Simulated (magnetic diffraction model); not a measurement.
## ErCoRh4 below its ordering temperature

Space group Pmma (no. 51), a = 7.1030 Å, b = 3.8070 Å, c = 6.2990 Å.

```
site  atom       x    y       z
  2e    Er     3/4    0  0.3796
  2f    Rh     1/4  1/2  0.9552
  2a    Rh       0    0       0
  4j    Rh  0.5768  1/2  0.7060
  2e    Co     3/4    0  0.8099
```

The compound is invented for this exercise: a known structure type with other elements, its cell scaled to their sizes and not relaxed.

Only Er is taken to order (form factors of Er3+); orders and moment sizes are assumed, and not adapted to the symmetry. Radiation: neutrons of λ = 2.41 Å, 8° to 90°; isotropic B of 0.17 Å² (Er), 0.2 Å² (Rh) and 0.28 Å² (Co). The intensities are simulated: I ∝ L Σ (|F_N|² + |F_M⊥|²) for unpolarised neutrons, with F_M = 2.695 fm/μB × Σ f(s) S exp(2πi Q·r) exp(−B s²) at Q = H ± k (one set where k and −k are equivalent), only the part normal to Q counting and L = 1/(sin²θ cos θ). For collinear order S is the moment m, which repeats by lattice and centring translations R with the sign exp(−2πi k·R). Form factors are spin-only for 3d ions and dipole or tabulated for f ions, scattering lengths are Sears's of 1992, and absorption is left out. A label names one of the reflections at its angle. The strongest nuclear line in the range is 100, and lines under 0.2 are left out.

Above the ordering temperature:

```
2θ (°)    index      I
 22.06  (0 0 1)    6.0
 36.91  (0 1 0)    0.4
 39.67  (2 0 0)    2.0
 43.41  (0 1 1)    0.5
 45.85  (2 0 1)    2.4
 48.02  (1 1 1)   19.6
 49.48  (1 0 2)    2.5
 55.29  (2 1 0)    4.8
 59.55  (0 1 2)   14.2
 60.25  (2 1 1)  100.0
 61.51  (2 0 2)    1.7
 63.30  (1 1 2)   67.8
 65.87  (3 0 1)   33.8
 70.05  (0 0 3)   27.6
 73.52  (1 0 3)   26.2
 73.94  (2 1 2)   73.1
 77.97  (3 1 1)   20.5
 78.55  (0 2 0)   60.5
 79.09  (3 0 2)   16.4
 81.90  (0 1 3)    1.6
 82.80  (0 2 1)    1.3
 83.62  (2 0 3)    1.7
```
(The table stops after 22 lines; 3 more lie at higher angle.)

Below it (cell unchanged):

```
2θ (°)      I
 22.06    6.0
 26.83  130.6
 28.75  101.0
 35.00  114.8
 36.91    0.4
 39.67    2.0
 43.41    0.5
 45.85    2.4
 48.02   19.6
 48.92   75.3
 49.48    2.5
 49.72   32.9
 53.16    0.4
 55.29    4.8
 59.55   14.2
 60.25  100.0
 60.55   35.7
 61.51    1.7
 61.58   18.4
 63.30   67.8
 64.41   12.0
 64.73   58.0
 65.27   34.0
 65.87   33.8
 68.98   14.4
 70.05   27.6
 73.07   19.7
 73.52   26.2
 73.94   73.1
 75.14   27.8
 75.78   18.8
 76.49   23.9
 77.97   20.5
 78.55   60.5
 79.09   16.4
 81.90    1.6
```
(The table stops after 36 lines; 8 more lie at higher angle.)

**Question.** Find the propagation vector, then choose among these models:
A. collinear moments along [101], 7.9 μB on Er; signs + at (3/4, 0, 0.3796), − at (1/4, 0, 0.6204)
B. collinear moments along [110], 7.9 μB on Er; signs + at (3/4, 0, 0.3796), + at (1/4, 0, 0.6204)
C. collinear moments along [110], 7.9 μB on Er; signs + at (3/4, 0, 0.3796), − at (1/4, 0, 0.6204)
D. collinear moments along [101], 7.9 μB on Er; signs + at (3/4, 0, 0.3796), + at (1/4, 0, 0.6204)

The new lines index as (1 1/2 0) at 26.83°, (0 1/2 1) at 28.75°, (1 1/2 1) at 35.00° and (0 1/2 2) at 48.92°, that is as H ± k with k = (0 1/2 0). Half indices mean that the moments reverse under translations with k·R a half-integer, and the magnetic cell has twice the primitive volume.

Magnetic intensity, observed (below minus above) and for each model:

| 2θ (°) | index | observed | A | B | C | D |
| --- | --- | --- | --- | --- | --- | --- |
| 18.21 | (0 1/2 0) | <0.2 | <0.2 | 232.3 | <0.2 | 299.1 |
| 26.83 | (1 1/2 0) | 130.6 | 190.4 | <0.2 | 130.6 | <0.2 |
| 43.97 | (2 1/2 0) | <0.2 | <0.2 | 31.4 | <0.2 | 52.7 |
| 48.92 | (0 1/2 2) | 75.3 | 48.6 | 0.2 | 75.3 | <0.2 |
| 53.16 | (1 1/2 2) | 0.4 | 0.3 | 112.5 | 0.4 | 78.1 |
| 60.55 | (1 3/2 0) | 35.7 | 46.8 | <0.2 | 35.7 | <0.2 |
| 64.73 | (2 1/2 2) | 58.0 | 47.8 | <0.2 | 58.0 | <0.2 |
| 78.53 | (1 3/2 2) | <0.2 | <0.2 | 48.3 | <0.2 | 47.2 |

Model C matches.

The absence at (0 1/2 0) is telling: the sublattices cancel there.

The structure used: k = (0 1/2 0), collinear moments along [110], 7.9 μB on Er; signs + at (3/4, 0, 0.3796), − at (1/4, 0, 0.6204).

[Logs are printed without paths, hosts, clocks, repeated set-up lines and the standing remarks that a program may print on its own settings, such as how far it seeks lower states.]
